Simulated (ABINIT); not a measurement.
# MgO (Fm-3m): G0W0 in ABINIT against the screening cutoff in the self-energy

How does the gap of MgO (Fm-3m) converge in the screening cutoff in the self-energy?

Program: ABINIT 10.8.3. Level of theory: PBE and many-body steps on it, plane waves. Results are calculated unless marked as measured.

Report form: the programs' logs are mostly left out.

## Step 1: The starting structure

It takes space group Fm-3m (No. 225, cubic). The conventional cell has a = 4.194 Å, b = 4.194 Å, c = 4.194 Å, α = 90.00°, β = 90.00°, γ = 90.00°. Nearest to Mg lie 6 O at 2.10 Å. Nearest to O lie 6 Mg at 2.10 Å. Farther neighbours and most contacts between anions are not listed.

Coordinates:

```cif
data_structure
_symmetry_space_group_name_H-M 'P 1'
_symmetry_Int_Tables_number 1
_cell_length_a 2.9656
_cell_length_b 2.9656
_cell_length_c 2.9656
_cell_angle_alpha 60.000
_cell_angle_beta 60.000
_cell_angle_gamma 60.000
_cell_volume 18.44
loop_
_atom_site_label
_atom_site_type_symbol
_atom_site_fract_x
_atom_site_fract_y
_atom_site_fract_z
_atom_site_occupancy
Mg1 Mg 0.00000 0.00000 0.00000 1
O2 O 0.50000 0.50000 0.50000 1
```

The cell and positions are those that the Materials Project relaxed with its own functionals (PBE, PBE+U or r2SCAN), kept fixed.

## Step 2: Screening, 4×4×4 mesh, 63 bands, screening to 217.7 eV

This step: ABINIT 10.8.3; RPA screening on PBE, plane waves, norm-conserving pseudopotentials.

The RPA dielectric matrix is built and inverted for each q.

run.abi reads:

```
acell 3*1.0 Angstrom
rprim 
  -0.000000000000 2.097001392700 2.097001392700
  2.097001392700 -0.000000000000 2.097001392700
  2.097001392700 2.097001392700 -0.000000000000
ntypat 2
znucl 12 8
natom 2
typat 1 2
xred 
  0.000000000000 0.000000000000 0.000000000000
  0.500000000000 0.500000000000 0.500000000000
pp_dirpath "pseudos"
pseudos "Mg.upf, O.upf"
ecut 38
ngkpt 4 4 4
nshiftk 1
shiftk 0 0 0
kptopt 1
chksymbreak 0
istwfk *1
occopt 1
irdwfk 1
optdriver 3
nband 63
ecuteps 8
inclvkb 2
awtr 1
symchi 1
indata_prefix "in"
outdata_prefix "out"
tmpdata_prefix "tmp"
```

Run with:

```sh
$ OMP_NUM_THREADS=1 mpirun -n 4 abinit run.abi > log
```

The job ended after 13 s (4 MPI ranks of Arm Neoverse N1, shared host; peak memory 0.44 GiB).

This step gave:

```yaml
eps_infinity_with_local_fields_on_this_mesh_along_the_program_s_q_direction: 3.161
the_same_without_local_fields: 3.386
plasma_frequency: 34.59 eV
plane_waves_in_the_screening_matrix: 137
```

Local fields lower ε∞ by 7 %. On a Γ-centred mesh this coarse the value itself is usually too large, while a short band sum pulls it down.

## Step 3: 1.6 Ha

This step: G0W0 on PBE, plane waves, norm-conserving pseudopotentials.

Changes to run.abi since step 2:

```diff
@@ -23,8 +23,15 @@
 irdwfk 1
-optdriver 3
+optdriver 4
 nband 63
-ecuteps 8
-inclvkb 2
-awtr 1
-symchi 1
+gwcalctyp 0
+ecutsigx 38
+symsigma 1
+nkptgw 1
+kptgw 
+  0.0000000000 0.0000000000 0.0000000000
+bdgw 
+  6 12
+ecuteps 1.6
+irdscr 1
+ppmodel 1
 indata_prefix "in"
```

The job ended after 2.8 s (4 MPI ranks; peak memory 0.1 GiB).

This step gave:

```yaml
g0w0_gap_on_the_points_computed: 7.051 eV
starting_gap_on_the_mesh: 4.895 eV
k_of_the_valence_top: 0, 0, 0
k_of_the_conduction_bottom: 0, 0, 0
z_at_the_valence_top: 0.838
z_at_the_conduction_bottom: 0.868
least_direct_g0w0_gap_on_the_computed_points: 7.051 eV
```

## Step 4: 2.8 Ha

The self-energy is evaluated for the states that the input lists, and the levels follow from it, in one-shot runs by the linearised quasiparticle equation.

Changes to run.abi since step 3:

```diff
@@ -33,3 +33,3 @@
   6 12
-ecuteps 1.6
+ecuteps 2.8
 irdscr 1
```

It took 2.8 s on 4 MPI ranks; peak memory 0.1 GiB; 11 s of CPU time.

Numbers from this step:

```yaml
g0w0_gap_on_the_points_computed: 6.967 eV
starting_gap_on_the_mesh: 4.895 eV
k_of_the_valence_top: 0, 0, 0
k_of_the_conduction_bottom: 0, 0, 0
z_at_the_valence_top: 0.827
z_at_the_conduction_bottom: 0.864
least_direct_g0w0_gap_on_the_computed_points: 6.967 eV
```

The gap on the mesh goes from 4.89 eV to 6.97 eV, a correction of +2.07 eV.

## Step 5: 4 Ha

Changes to run.abi since step 4:

```diff
@@ -33,3 +33,3 @@
   6 12
-ecuteps 2.8
+ecuteps 4
 irdscr 1
```

The job ended after 3.3 s (4 MPI ranks; peak memory 0.38 GiB).

This step gave:

```yaml
g0w0_gap_on_the_points_computed: 7.068 eV
starting_gap_on_the_mesh: 4.895 eV
k_of_the_valence_top: 0, 0, 0
k_of_the_conduction_bottom: 0, 0, 0
least_direct_g0w0_gap_on_the_computed_points: 7.068 eV
```

Against the run before, the gap moves by +0.101 eV.

## Step 6: 6 Ha

Changes to run.abi since step 5:

```diff
@@ -33,3 +33,3 @@
   6 12
-ecuteps 4
+ecuteps 6
 irdscr 1
```

The job ended after 3.7 s (4 MPI ranks; peak memory 0.36 GiB).

Numbers from this step:

```yaml
g0w0_gap_on_the_points_computed: 7.110 eV
starting_gap_on_the_mesh: 4.895 eV
k_of_the_valence_top: 0, 0, 0
k_of_the_conduction_bottom: 0, 0, 0
least_direct_g0w0_gap_on_the_computed_points: 7.110 eV
```

Against the run before, the gap moves by +0.042 eV.

## Step 7: 8 Ha

Changes to run.abi since step 6:

```diff
@@ -33,3 +33,3 @@
   6 12
-ecuteps 6
+ecuteps 8
 irdscr 1
```

Run time: 4.4 s. Hardware: 4 MPI ranks; peak memory 0.36 GiB.

Numbers from this step:

```yaml
g0w0_gap_on_the_points_computed: 7.143 eV
starting_gap_on_the_mesh: 4.895 eV
k_of_the_valence_top: 0, 0, 0
k_of_the_conduction_bottom: 0, 0, 0
least_direct_g0w0_gap_on_the_computed_points: 7.143 eV
```

Against the run before, the gap moves by +0.033 eV.

## Step 8: Side by side

Times are wall times on 4 MPI ranks of Arm Neoverse N1, shared host, good to a factor of about two. A run's time includes the screening step that it read.

```tsv
run	mesh	bands	screening cutoff (eV)	DFT gap (eV)	gap on the mesh (eV)	direct (eV)	ε∞ used	time
1.6 Ha	4×4×4	63	43.5	4.895	7.051	7.051	3.16	16 s
2.8 Ha	4×4×4	63	76.2	4.895	6.967	6.967	3.16	16 s
4 Ha	4×4×4	63	108.8	4.895	7.068	7.068	3.16	16 s
6 Ha	4×4×4	63	163.3	4.895	7.110	7.110	3.16	17 s
8 Ha	4×4×4	63	217.7	4.895	7.143	7.143	3.16	17 s
```

## Step 9: Results

| Property | Result |
| --- | --- |
| 1.6 Ha | 7.051 eV |
| 2.8 Ha | 6.967 eV |
| 4 Ha | 7.068 eV |
| 6 Ha | 7.110 eV |
| 8 Ha | 7.143 eV |
| known limits | not at the basis limit; coarse k mesh |

In words: The setting moved: screening cutoff in the self-energy. From 1.6 Ha to 8 Ha the gap moves by +0.09 eV, not steadily: it passes through 6.97 eV. The last step still moves it by +0.033 eV. Bands and screening cutoff are coupled, so a series along one setting does not show full convergence. Bands and cutoff are finite, so the gap is not at the basis limit. The miss can reach some tenths of an eV and take either sign; the mesh is an error of its own. In the first G0W0 run levels were corrected at 1 k point alone, so a gap called «on the mesh» is the least over those, and an edge elsewhere would be missed. The 4×4×4 mesh is coarse for this cell, which bears on the long-range parts of exchange and screening.

[Paths, hosts, dates, memory and timing lines, banners, echoed tables and standing remarks are left out of the program output.]

[Logs are printed without paths, hosts, clocks, repeated set-up lines and the standing remarks that a program may print on its own settings, such as how far it seeks lower states.]

[Runs of the session that timed out or met a known fault of the program may be left out.]

[No measured gap is set beside runs whose start may be inverted or whose files or cutoffs have a known fault.]

[Hosts, paths, dates, database ids (printed as entryN), source tags and the programs' standing remarks are cut or masked in the printed files.]

[G0W0 gaps are taken among the corrected bands and points alone; a level outside them can change the order at an edge.]

[Where Ansatz stands beside ABINIT at settings called matched, ABINIT's density can come from a denser mesh and the files from another edition; pairs whose starting gaps differed by over 0.03 eV were left out, so agreement reads better than it is.]
